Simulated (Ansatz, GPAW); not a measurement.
# 1T-NbSTe monolayer: work function by functional and basis

Wanted: work functions and dipole of 1T-NbSTe monolayer, with the cost of each level.

Main program and level: GPAW 26.7.0 and Ansatz 0.2.0; Ansatz plane waves; layer without images along its normal, relaxation of atoms and in-plane cell, in the first sound run; inputs show where later runs differ.

## 1. Set-up

The cell holds 3 atoms: 1 Te, 1 Nb and 1 S. Its edges and angles: a = 3.724 Å, b = 3.724 Å, c = 17.274 Å, α = 90.0°, β = 90.0°, γ = 120.0°. Vacuum lies along c.

## 2. Relaxing the atoms

Forces are removed first; all later runs use this geometry.

The input, input.yaml:

```yaml
crystal:
  lattice:
    - [3.723864, 0.0, 0.0]
    - [-1.861932, 3.2249608242, 0.0]
    - [0.0, 0.0, 17.2739510811]
  atoms:
    - { symbol: Te, position: [0.6666666667, 0.3333333333, 0.4052344462] }
    - { symbol: Nb, position: [0.0, 0.0, 0.5158190203], spin: 1.0 }
    - { symbol: S, position: [0.3333333333, 0.6666666667, 0.5947655538] }
  periodic: [true, true, false]
magnetization:
  spin_polarized: true
kpoints:
  mp_grid: { grid: [9, 9, 1] }
hamiltonian:
  xc: pbe
scf:
  occupations: { method: fermi_dirac, width: 0.05 }
relax:
  f_tol: 0.01
  max_steps: 90
  cell: {}
```

Started as:

```sh
$ ansatz run input.yaml --threads 4 --pin off --max-ram 8192MiB --backend cpu --events-out ev --progress --plain --runs-dir out
```

Numbers of over 12 decimals in the logs are rounded to 6 here.

The log of the run:

```text
Warning: crystal.periodic: the lattice vector that does not repeat stood 0.000° off the slab's normal, 17.274 Å along it as the deck builds it. The run solves the slab on a vector along the normal, 30.348 Å long, with every atom where it was (on the deck's vector they left 14.00 Å outside them, and the widest stretch free of ions among them is 1.91 Å). A fractional position that the run reports is one of the run's ce [...]
crystal.periodic: the lattice vector that does not repeat stood 0.000° off the slab's normal, 17.274 Å along it as the deck builds it. The run solves the slab on a vector along the normal, 30.348 Å long, with every atom where it was (on the deck's vector they left 14.00 Å outside them, and the widest stretch free of ions among them is 1.91 Å). A fractional position that the run reports is one of the run's cell, which [...]
Engine: ansatz 0.2.0, x86_64-unknown-linux-gnu
Pseudopotentials: kind: paw
Pseudopotential: Te, paw, valence charge 16, recommended cutoff 420 eV (normal), Te.paw.azcp
Pseudopotential: Nb, paw, valence charge 13, recommended cutoff 420 eV (normal), Nb.paw.azcp
Pseudopotential: S, paw, valence charge 6, recommended cutoff 420 eV (normal), S.paw.azcp
Functional definition: PBE
  parameter kappa = 0.804
  parameter beta = 0.066725
  exchange = pbe_x(kappa = kappa, mu = beta*pi^2/3)
  correlation = pbe_c(beta = beta)
Crystal: 3 atoms, lattice volume = 364.458 Å³
Basis set: ecut = 420 eV, 7145 PW (Γ), exchange–correlation on 50×50×432 points (8 copies of the dense FFT grid, shifted against one another)
Bands: 22, of which v1, the nominal top of the filled ones, is band 18 counted from 1 (17 counted from 0)
Symmetry: 6 space group operations
Space group: P3m1 (ITA 156), of the structure as read, at distance tolerance 7.1e-5 Å
Magnetic group: BNS 156.49 (UNI 1279), of the structure as read, at distance tolerance 7.1e-5 Å
k-points: 12 of 81 (time reversal used)
Non-local potential: Te, projectors of the file, l = 0: 2, l = 1: 2, l = 2: 2, l = 3: 2
Non-local potential: Nb, projectors of the file, l = 0: 3, l = 1: 2, l = 2: 2, l = 3: 1
Non-local potential: S, projectors of the file, l = 0: 2, l = 1: 2, l = 2: 2
PAW form: soft (Blöchl's): semilocal exchange-correlation on the pseudo side does not see the compensation charge
PAW one-centre angular grid: Te, 590 points (default); XC on 64 Gauss nodes
PAW one-centre angular grid: Nb, 590 points (default); XC on 64 Gauss nodes
PAW one-centre angular grid: S, 110 points (default); XC on 64 Gauss nodes
Initial density: superposition of atomic densities (neutral atoms: chi_scale 0, normalization atom)
Starting moments: Σ|m| = 1 μB on 1 of 3 sites
Initial wavefunctions: pseudopotential atomic-orbital guess
Functional: x = pbe(κ = 0.804, μ = 0.219515), c = pbe(β = 0.066725)
SCF iter   1: F=—  HF=-12436.607363 eV  |F-HF|=—  |Δ(HF+E_count)|=         —  Δρ=1.39e-2 (↑1.39e-2 ↓1.14e-2)  dr2=4.37e0  dr2_m=2.11e-2  M=0.709 μB ∫|m|=0.825 μB  β_m=0.30  ethr=3.10e-3  ⟨swp⟩=15.0  Hψ=4286  notcnv=0
Mixer restart at iter 1: flushing history
preconditioner: auto → none  [insulator: Δε(μ)=0.145 eV  Ē_g=7.365 eV  σ=0.050 eV  W_gap=0.55  n_scr=16 (ndim 8)  ℏωp=8.0 eV  f_vac=0.754  D(μ)=1.15/eV (n_scr^D=6)  ε∞_Penn≈2.2]
SCF iter   2: F=—  HF=-12436.500252 eV  |F-HF|=—  |Δ(HF+E_count)|=   1.07e-1  Δρ=6.39e-3 (↑6.25e-3 ↓6.39e-3)  dr2=3.32e0  dr2_m=7.38e-3  M=0.751 μB ∫|m|=0.838 μB  β_m=0.28  ethr=3.10e-3  ⟨swp⟩=4.2  Hψ=1385  notcnv=0
preconditioner: auto → LDOS  [metal: Δε(μ)=0.056 eV  Ē_g=6.909 eV  σ=0.050 eV  W_gap=0.27  n_scr=16 (ndim 8)  ℏωp=8.0 eV  f_vac=0.757  D(μ)=1.87/eV (n_scr^D=8)]
spin=Collinear: LDOS preconditioning applied to the charge; magnetization (m = ρ↑ − ρ↓) channel mixes plain (no charge-response kernel on spin).
SCF iter   3: F=—  HF=-12436.236800 eV  |F-HF|=—  |Δ(HF+E_count)|=   2.63e-1  Δρ=5.08e-3 (↑5.08e-3 ↓4.62e-3)  dr2=6.44e-1  dr2_m=6.05e-3  M=0.712 μB ∫|m|=0.818 μB  β_m=0.51  ethr=3.10e-3  ⟨swp⟩=2.9  Hψ=930  notcnv=0
SCF iter   4: F=—  HF=-12436.227331 eV  |F-HF|=—  |Δ(HF+E_count)|=   9.47e-3  Δρ=1.24e-3 (↑1.04e-3 ↓1.24e-3)  dr2=2.41e-2  dr2_m=8.10e-4  M=0.667 μB ∫|m|=0.775 μB  β_m=0.59  ethr=1.84e-3  ⟨swp⟩=3.2  Hψ=1026  notcnv=0
SCF iter   5: F=—  HF=-12436.231554 eV  |F-HF|=—  |Δ(HF+E_count)|=         —  Δρ=7.71e-4 (↑7.71e-4 ↓6.50e-4)  dr2=1.05e-3  dr2_m=1.41e-3  M=0.600 μB ∫|m|=0.689 μB  β_m=0.59  ethr=6.90e-5  ⟨swp⟩=3.2  Hψ=1227  notcnv=0
SCF iter   6: F=—  HF=-12436.232012 eV  |F-HF|=—  |Δ(HF+E_count)|=   4.58e-4  Δρ=4.25e-4 (↑3.89e-4 ↓4.25e-4)  dr2=8.04e-5  dr2_m=5.21e-4  M=0.586 μB ∫|m|=0.665 μB  β_m=0.80  ethr=3.01e-6  ⟨swp⟩=3.4  Hψ=1134  notcnv=0
SCF iter   7: F=—  HF=-12436.232353 eV  |F-HF|=—  |Δ(HF+E_count)|=   3.41e-4  Δρ=1.66e-4 (↑1.66e-4 ↓1.47e-4)  dr2=5.24e-5  dr2_m=7.32e-5  M=0.559 μB ∫|m|=0.623 μB  β_m=0.82  ethr=2.30e-7  ⟨swp⟩=3.5  Hψ=1227  notcnv=0
SCF iter   8: F=—  HF=-12436.232408 eV  |F-HF|=—  |Δ(HF+E_count)|=   5.56e-5  Δρ=8.40e-5 (↑8.40e-5 ↓8.28e-5)  dr2=2.44e-5  dr2_m=2.00e-5  M=0.544 μB ∫|m|=0.602 μB  β_m=0.82  ethr=1.50e-7  ⟨swp⟩=2.9  Hψ=1126  notcnv=0
SCF iter   9: F=—  HF=-12436.232437 eV  |F-HF|=—  |Δ(HF+E_count)|=   2.87e-5  Δρ=3.72e-5 (↑3.72e-5 ↓3.34e-5)  dr2=5.50e-6  dr2_m=3.59e-6  M=0.532 μB ∫|m|=0.586 μB  β_m=0.91  ethr=6.96e-8  ⟨swp⟩=3.0  Hψ=1154  notcnv=0
SCF iter  10: F=—  HF=-12436.232443 eV  |F-HF|=—  |Δ(HF+E_count)|=   6.20e-6  Δρ=9.54e-6 (↑8.73e-6 ↓9.54e-6)  dr2=7.10e-7  dr2_m=1.67e-7  M=0.521 μB ∫|m|=0.573 μB  β_m=0.91  ethr=1.57e-8  ⟨swp⟩=3.2  Hψ=1240  notcnv=0
SCF iter  11: F=—  HF=-12436.232444 eV  |F-HF|=—  |Δ(HF+E_count)|=   6.58e-7  Δρ=4.01e-6 (↑3.58e-6 ↓4.01e-6)  dr2=1.40e-7  dr2_m=2.20e-8  M=0.522 μB ∫|m|=0.574 μB  β_m=0.81  ethr=2.03e-9  ⟨swp⟩=3.8  Hψ=1299  notcnv=0
SCF iter  12: F=—  HF=-12436.232444 eV  |F-HF|=—  |Δ(HF+E_count)|=   6.42e-8  Δρ=1.29e-6 (↑1.29e-6 ↓1.12e-6)  dr2=4.04e-9  dr2_m=4.14e-9  M=0.522 μB ∫|m|=0.574 μB  β_m=0.80  ethr=4.01e-10  ⟨swp⟩=3.2  Hψ=1232  notcnv=0
SCF iter  13: F=—  HF=-12436.232444 eV  |F-HF|=—  |Δ(HF+E_count)|=   1.38e-8  Δρ=1.93e-7 (↑1.93e-7 ↓1.82e-7)  dr2=3.49e-10  dr2_m=7.09e-11  M=0.522 μB ∫|m|=0.574 μB  β_m=0.82  ethr=1.16e-11  ⟨swp⟩=3.5  Hψ=1227  notcnv=0
SCF iter  14: F=-12436.232444 eV  HF=-12436.232444 eV  |F-HF|=6.38e-10  |Δ(HF+E_count)|=   1.91e-9  Δρ=7.71e-8 (↑6.81e-8 ↓7.71e-8)  dr2=2.99e-11  dr2_m=1.19e-11  M=0.522 μB ∫|m|=0.574 μB  ethr=1.00e-12  ⟨swp⟩=1.0  Hψ=1945  notcnv=0
SCF 1 converged in 14 iterations: F = -12436.232444 eV  dr2 = 2.99e-11
[...]
SCF iter  10: F=-12436.391614 eV  HF=-12436.391614 eV  |F-HF|=2.38e-9  |Δ(HF+E_count)|=   4.51e-8  Δρ=4.20e-7 (↑4.20e-7 ↓3.91e-7)  dr2=2.75e-9  dr2_m=6.87e-11  M=0.000 μB ∫|m|=0.000 μB  ethr=1.03e-10  ⟨swp⟩=2.2  Hψ=1942  notcnv=0
the starting moments were not kept: the SCF closed with an absolute magnetisation of 9.2e-6 μB, where they sum to 1 μB in size (1 site). That is at most 0.1 of that sum. Measured as dr2_m measures the in/out step, that magnetisation stands 7.1e-12 eV from none, at or under the dr2_threshold of 3.0e-7 eV: it is no larger than a step whose dr2_m would equal this threshold.
SCF 3 converged in 10 iterations: F = -12436.391614 eV  dr2 = 2.75e-9
relax step   3: F+E_penalty+E_count = -12436.39161358 eV  Δ(F+E_penalty+E_count) = -3.736e-3 eV  max|allowed force component| = 3.522e-1 eV/Å  Δτ_max = 0.1043 Å  P = +0.696 N/m  Ω = 318.891 Å³  energy of the carried Pulay correction = +1.183e-3 eV  fix = [c, alpha, beta]  reactions: c +0.000 N/m  (10 SCF iters, dr2 threshold 3.00e-7 eV, accepted)
[...]
relax step   4: F+E_penalty+E_count = -12436.41104092 eV  Δ(F+E_penalty+E_count) = -1.943e-2 eV  max|allowed force component| = 2.965e-2 eV/Å  Δτ_max = 0.0493 Å  P = -0.122 N/m  Ω = 328.537 Å³  energy of the carried Pulay correction = +9.197e-4 eV  fix = [c, alpha, beta]  reactions: c -0.000 N/m  (10 SCF iters, dr2 threshold 3.00e-7 eV, accepted)
[...]
relax step   5: F+E_penalty+E_count = -12436.41115684 eV  Δ(F+E_penalty+E_count) = -1.159e-4 eV  max|allowed force component| = 7.469e-3 eV/Å  Δτ_max = 0.0011 Å  P = +0.020 N/m  Ω = 327.874 Å³  energy of the carried Pulay correction = +9.376e-4 eV  fix = [c, alpha, beta]  reactions: c +0.000 N/m  (9 SCF iters, dr2 threshold 5.50e-8 eV, accepted)
Basis set: ecut = 420 eV, 6347 PW (Γ), exchange–correlation on 48×48×432 points (8 copies of the dense FFT grid, shifted against one another)
Initial wavefunctions: pseudopotential atomic-orbital guess (no wavefunctions were taken with the density)
iter 1 solved again at ethr=1.51e-7 eV; its pass at ethr=3.10e-3 eV (dr2=5.27e-5 eV) is discarded
SCF iter   1: F=—  HF=-12436.410212 eV  |F-HF|=—  |Δ(HF+E_count)|=         —  Δρ=2.53e-5 (↑2.53e-5 ↓2.53e-5)  dr2=1.46e-6  dr2_m=1.93e-11  M=0.000 μB ∫|m|=0.000 μB  β_m=0.65  ethr=1.51e-7  ⟨swp⟩=6.8  Hψ=6976  notcnv=0
preconditioner: auto → LDOS  [metal: Δε(μ)=0.137 eV  Ē_g=7.322 eV  σ=0.050 eV  W_gap=0.48  n_scr=14 (ndim 8)  ℏωp=8.5 eV  f_vac=0.757  D(μ)=3.09/eV (n_scr^D=12)]
spin=Collinear: LDOS preconditioning applied to the charge; magnetization (m = ρ↑ − ρ↓) channel mixes plain (no charge-response kernel on spin).
SCF iter   2: F=—  HF=-12436.410298 eV  |F-HF|=—  |Δ(HF+E_count)|=   8.62e-5  Δρ=8.49e-6 (↑8.49e-6 ↓8.49e-6)  dr2=1.62e-7  dr2_m=9.32e-12  M=0.000 μB ∫|m|=0.000 μB  β_m=0.55  ethr=4.18e-9  ⟨swp⟩=2.2  Hψ=967  notcnv=0
SCF iter   3: F=—  HF=-12436.410298 eV  |F-HF|=—  |Δ(HF+E_count)|=   2.62e-7  Δρ=2.29e-6 (↑2.28e-6 ↓2.29e-6)  dr2=1.11e-8  dr2_m=8.86e-12  M=0.000 μB ∫|m|=0.000 μB  β_m=0.62  ethr=4.64e-10  ⟨swp⟩=3.7  Hψ=1166  notcnv=0
SCF iter   4: F=—  HF=-12436.410298 eV  |F-HF|=—  |Δ(HF+E_count)|=   5.41e-8  Δρ=4.52e-7 (↑4.50e-7 ↓4.52e-7)  dr2=1.33e-9  dr2_m=5.42e-12  M=0.000 μB ∫|m|=0.000 μB  β_m=0.72  ethr=3.17e-11  ⟨swp⟩=3.6  Hψ=1257  notcnv=0
SCF iter   5: F=—  HF=-12436.410298 eV  |F-HF|=—  |Δ(HF+E_count)|=   4.92e-9  Δρ=1.01e-7 (↑1.01e-7 ↓8.44e-8)  dr2=1.50e-10  dr2_m=3.78e-12  M=0.000 μB ∫|m|=0.000 μB  β_m=0.64  ethr=3.81e-12  ⟨swp⟩=3.2  Hψ=940  notcnv=0
SCF iter   6: F=—  HF=-12436.410298 eV  |F-HF|=—  |Δ(HF+E_count)|=  9.68e-10  Δρ=4.95e-8 (↑4.95e-8 ↓2.75e-8)  dr2=2.88e-11  dr2_m=9.02e-13  M=0.000 μB ∫|m|=0.000 μB  β_m=0.82  ethr=1.00e-12  ⟨swp⟩=2.7  Hψ=906  notcnv=0
SCF iter   7: F=-12436.410298 eV  HF=-12436.410298 eV  |F-HF|=2.73e-11  |Δ(HF+E_count)|=  9.55e-10  Δρ=2.06e-8 (↑1.23e-8 ↓2.06e-8)  dr2=2.67e-12  dr2_m=4.20e-13  M=0.000 μB ∫|m|=0.000 μB  ethr=1.00e-12  ⟨swp⟩=8.8  Hψ=2954  notcnv=0
the starting moments were not kept: the SCF closed with an absolute magnetisation of 9.3e-6 μB, where they sum to 1 μB in size (1 site). That is at most 0.1 of that sum. Measured as dr2_m measures the in/out step, that magnetisation stands 1.4e-11 eV from none, at or under the dr2_threshold of 1.7e-11 eV: it is no larger than a step whose dr2_m would equal this threshold.
SCF 6 converged in 7 iterations: F = -12436.410298 eV  dr2 = 2.67e-12
relax step   6: F+E_penalty+E_count = -12436.41029830 eV  Δ(F+E_penalty+E_count) = +8.585e-4 eV  max|allowed force component| = 7.614e-3 eV/Å  Δτ_max = 0.0000 Å  P = +0.017 N/m  Ω = 327.874 Å³  fix = [c, alpha, beta]  reactions: c +0.000 N/m  stress off target by 1.73e-2 N/m on what of the cell is left free  SCF on the basis re-selected at this cell (its energy is not comparable with the rows above)  (7 SCF iters)
basis re-selected at this cell: Δ(F+E_penalty+E_count) = +8.585e-4 eV, ΔP = -0.003 N/m vs the last step (what re-selecting the basis moved, of the pressure what is left beyond the Pulay correction that the steps carried, after the strain that the cell walked since its last selection, with what the two solves' SCF thresholds leave and, on support functions, any second-order correction that the steps lacked; it is no measure of the basis error at this ecutwfc). The dense FFT grid was sized anew with the basis: this SCF ran on 24×24×216 points, the steps before it on 25×25×216, so part of this shift can come from that change (see relax.cell in the input reference). [rest of the remark cut]
SCF converged after 7 iterations
Magnetization: 0.0000 μB (17.5000 up, 17.5000 down)
Absolute magnetization: 0.0000 μB (∫|ρ↑−ρ↓|, with the PAW one-centre terms)
Spin contamination: 0.0000 ħ² per cell (⟨S²⟩ above its minimum at these occupations)
Per-site moments (μB) at R_I (Å): [(-9.82207993730492e-8, 1.166809), (4.9650913444174314e-6, 1.021548), (3.8916171341827947e-7, 1.021548)]
Free energy (F): -12436.410298 eV
Harris-Foulkes:  -12436.410298 eV  (|F-HF|=2.73e-11)
Internal energy: -12436.385537 eV  (E = F + TS)
E sigma→0 (E₀):  -12436.397918 eV
Entropy (-TS):   -0.024761 eV (-8.254 meV/atom)
Fermi energy:    -4.807627 eV
--- Per-component energies (eV) ---
  E_band       = -925.850984
  E_kinetic    = 680.232758
  E_local      = -63549.422599  (includes V_loc(G=0)·N_el)
  E_nonlocal   = -162.505602
  E_hartree    = 31500.976083
  E_xc         = -396.485404
  E_vxc        = -403.909096  (∫ρ·V_xc dr)
  E_paw        = -8335.945110  (= ΣΔE_a)
  E_vpaw       = -492.198376  (= ΣTr[D̂ρ^β])
  E_aug_tail   = -0.000171  (compensation charges beyond the density's cutoff)
  E_ewald      = 27826.764508
  E_smearing   = -0.024761  (= −TS)
  E_closure    = 0.000000  (closes the sum)
  Σ components = -12436.410298   (vs F -12436.410298, Δ=0.00e0)
--- Forces (eV/Å), atoms counted from 1 ---
  atom   1  Te     0.00000000    -0.00000000    -0.00465706
  atom   2  Nb    -0.00000000     0.00000000    -0.00295735
  atom   3  S      0.00000000     0.00000000     0.00761445
  max |Σ_I F_I| component: 3.33e-8 eV/Å
--- 2D stress c σ (N/m, compression-positive) ---
        0.017331      -0.000000       0.000000
       -0.000000       0.017331       0.000000
        0.000000       0.000000       0.000000
  P = ½ c Tr σ = 0.0173 N/m
--- Relaxed structure (5 steps of the walk, 5 accepted, 1 SCFs on fresh bases) ---
  F+E_penalty+E_count = -12436.41029830 eV   max|allowed force component| = 7.614e-3 eV/Å   (the final SCF, on the basis selected at the relaxed cell)
  cell:  # Å, volume = 327.8737 Å³
    - [3.532024, 0.0, 0]
    - [-1.766012, 3.058822, 0]
    - [0, 0, 30.347902]
  atoms:
    - { symbol: Te, position: [0.666667, 0.333333, 0.229103] }
    - { symbol: Nb, position: [0, 0, 0.293697] }
    - { symbol: S, position: [0.333333, 0.666667, 0.340000] }
```

Run time: 24 s. Hardware: 4 threads of Intel Xeon 6975P-C (Granite Rapids), shared host; peak memory 0.8 GiB; 86 s of CPU time.

Step by step:

```tsv
step	energy less that of the first step (eV)	largest force component (eV/Å)	volume (Å³)
1	0.0000	0.5604	364.46
2	-0.1554	0.4169	336.50
3	-0.1592	0.3522	318.89
4	-0.1786	0.0297	328.54
5	-0.1787	0.0075	327.87
6*	-0.1779	0.0076	327.87
```

Relaxation steps marked * repeat the geometry before them on a plane-wave basis chosen anew for their cell, so energy and pressure can jump there.

The run keeps the 6 symmetry operations that it works with, so distortions that break them were not tested.

```tsv
cell as run	before	after	change
a (Å)	3.724	3.532	-5.2 %
b (Å)	3.724	3.532	-5.2 %
```

The atoms that moved most (Å, along periodic axes as changes of fractional coordinates times the final cell, across vacuum about the mean position):

```tsv
atom	dx	dy	dz	length
Te1	0.000	0.000	-0.047	0.047
S3	0.000	0.000	0.044	0.044
```

The relaxed structure:

```cif
data_structure
_symmetry_space_group_name_H-M 'P 1'
_symmetry_Int_Tables_number 1
_cell_length_a 3.5320
_cell_length_b 3.5320
_cell_length_c 30.3479
_cell_angle_alpha 90.000
_cell_angle_beta 90.000
_cell_angle_gamma 120.000
_cell_volume 327.87
loop_
_atom_site_label
_atom_site_type_symbol
_atom_site_fract_x
_atom_site_fract_y
_atom_site_fract_z
_atom_site_occupancy
Te1 Te 0.66667 0.33333 0.22910 1
Nb2 Nb 0.00000 0.00000 0.29370 1
S3 S 0.33333 0.66667 0.34000 1
```

This step gave:

```
free energy         : -12436.4103 eV
smearing term TS    : 0.02476 eV
symmetry operations : 6
```

The relaxation lowered the energy of the cell by 0.178 eV.

## 3. Plane waves, PBE

With the geometry fixed, the planar mean of the potential gives the vacuum level on each side.

This step: GPAW, PAW setups; slab in vacuum (GPAW 26.7.0).

The cell differs from the one that the last finished run ended in (c 30.348 → 17.366 Å).

The input, run.py:

```python
import json
import numpy as np
from ase import Atoms
from gpaw import GPAW, PW

slab = Atoms(
    ['Te', 'Nb', 'S'],
    positions=[
        [1.76601, 1.01961, 7.00000],
        [-0.00000, 0.00000, 8.96029],
        [-0.00000, 2.03921, 10.36548]],
    cell=[[3.53202, 0.0, -0.0], [-1.76601, 3.05882, -0.0], [-0.0, -0.0, 17.3655]],
    pbc=[True, True, False],
    magmoms=[0.0, 1.0, 0.0])

slab.calc = GPAW(mode=PW(400), xc='PBE', kpts={'size': (9, 9, 1), 'gamma': True},
                 occupations={'name': 'fermi-dirac', 'width': 0.05}, nbands='160%',
                 convergence={'density': 1e-05}, maxiter=200,
                 poissonsolver={'dipolelayer': 'xy'},
                 symmetry={'tolerance': 1e-3}, txt='slab.txt')
result = {}
energy = slab.get_potential_energy()
fermi = slab.calc.get_fermi_level()
v = slab.calc.get_electrostatic_potential().mean((0, 1)) - fermi
n = slab.calc.get_pseudo_density().mean((0, 1))
L = slab.cell[2, 2]
z = np.arange(len(v)) * L / len(v)
low, high = slab.positions[:, 2].min(), slab.positions[:, 2].max()
below, above = np.interp([low - 4.8, high + 4.8], z, v)
slopes = [np.interp(x, z, np.gradient(v, z)) for x in (low - 4.8, high + 4.8)]
eps = np.array([[slab.calc.get_eigenvalues(k, s) for k in range(len(slab.calc.get_ibz_k_points()))]
                for s in range(slab.calc.get_number_of_spins())]) - fermi
top, bottom = eps[eps < 0].max(), eps[eps > 0].min()
dipole = slab.get_dipole_moment()[2]
print(f'energy {energy:.4f} eV, Fermi level {fermi:.4f} eV, dipole {dipole:.5f} e A')
print(f'potential 4.8 A off the faces, from the Fermi level: lower {below:.4f} eV, upper {above:.4f} eV')
print(f'slope of the potential there: lower {slopes[0]:.5f}, upper {slopes[1]:.5f} eV/A')
print(f'nearest levels on the mesh: {top:.4f} and {bottom:.4f} eV')
print('magnetic moment', round(slab.get_magnetic_moment(), 3))
result.update(energy=energy, fermi=fermi, dipole=dipole, below=below, above=above, slopes=slopes, edges=[top, bottom],
              z=z.tolist(), v=v.tolist(), n=n.tolist(), positions=slab.positions.tolist(),
              forces=slab.get_forces(apply_constraint=False).tolist(), moments=slab.get_magnetic_moments().tolist())
json.dump(result, open('result.json', 'w'))
```

Started as:

```sh
$ OMP_NUM_THREADS=1 OPENBLAS_NUM_THREADS=1 python run.py
```

The log of the run:

```text
energy -19.7431 eV, Fermi level -0.2212 eV, dipole -0.05279 e A
potential 4.8 A off the faces, from the Fermi level: lower 4.3787 eV, upper 5.2585 eV
slope of the potential there: lower -0.00025, upper -0.00002 eV/A
nearest levels on the mesh: -0.0108 and 0.1277 eV
magnetic moment 0.0
```

Elapsed: 27 s, on 1 thread; peak memory 0.22 GiB.

This step gave:

* dipole along the normal: -0.05279 e·Å
* levels nearest the Fermi level on the mesh: -0.01079, 0.1277 eV from the Fermi level
* upper work function: 5.258 eV
* lower work function: 4.379 eV
* sum of the site moments: 0 μB

Table of electrostatic potential energy of an electron (without an applied field's), less the Fermi level, planar mean by z:

```tsv
z (Å)	electrostatic potential energy of an electron (without an applied field's), less the Fermi level, planar mean (eV)
0.0	4.82
0.5	4.38
1.0	4.38
1.5	4.38
2.0	4.38
2.5	4.38
3.0	4.38
3.5	4.38
4.0	4.36
4.5	4.32
5.0	4.14
5.5	3.39
6.0	0.454
6.5	-9.45
7.0	-20.8
7.5	-10.1
8.0	-3.55
8.5	-10.4
9.0	-18.2
9.5	-9.48
10.0	-9.49
10.5	-13.1
11.0	-0.251
11.5	4.12
12.0	5.03
12.5	5.21
13.0	5.25
13.5	5.26
14.0	5.26
14.5	5.26
15.0	5.26
15.5	5.26
16.0	5.26
16.5	5.26
17.0	5.21
```

The pseudo valence density, planar mean by z:

```tsv
z (Å)	pseudo valence density, planar mean (e/Å³)
0.00	0
0.43	0
0.86	0
1.29	1.4e-6
1.93	0
2.36	5.1e-6
2.79	1.9e-5
3.22	6.7e-5
3.64	2.3e-4
4.07	7.6e-4
4.72	0.00470
5.15	0.0159
5.57	0.0520
6.00	0.152
6.43	0.296
6.86	0.138
7.50	0.352
7.93	0.311
8.36	0.419
8.79	0.993
9.22	0.899
9.65	0.489
10.29	0.366
10.72	0.347
11.15	0.174
11.58	0.0507
12.01	0.0127
12.43	0.00315
13.08	4.0e-4
13.51	1.0e-4
13.94	2.7e-5
14.36	7.7e-6
14.79	2.8e-6
15.22	1.4e-6
15.86	0
16.29	0
16.72	0
17.15	0
```

Force by atom:

```tsv
atom	x (eV/Å)	y (eV/Å)	z (eV/Å)	size
Te1	0.0000	0.0000	0.0589	0.0589
Nb2	0.0000	0.0000	-0.0305	0.0305
S3	0.0000	0.0000	-0.0279	0.0279
```

The potential is flat to 2.5e-4 eV/Å where it is read, so the vacuum is wide enough. The geometry is the other program's minimum; here the largest force on a free atom is 0.059 eV/Å.

(Part 1 of 3 ends here.)

[Logs are printed without paths, hosts, clocks, repeated set-up lines and the standing remarks that a program may print on its own settings, such as how far it seeks lower states.]

[Hosts, paths, dates, database ids (printed as entryN), source tags and the programs' standing remarks are cut or masked in the printed files.]
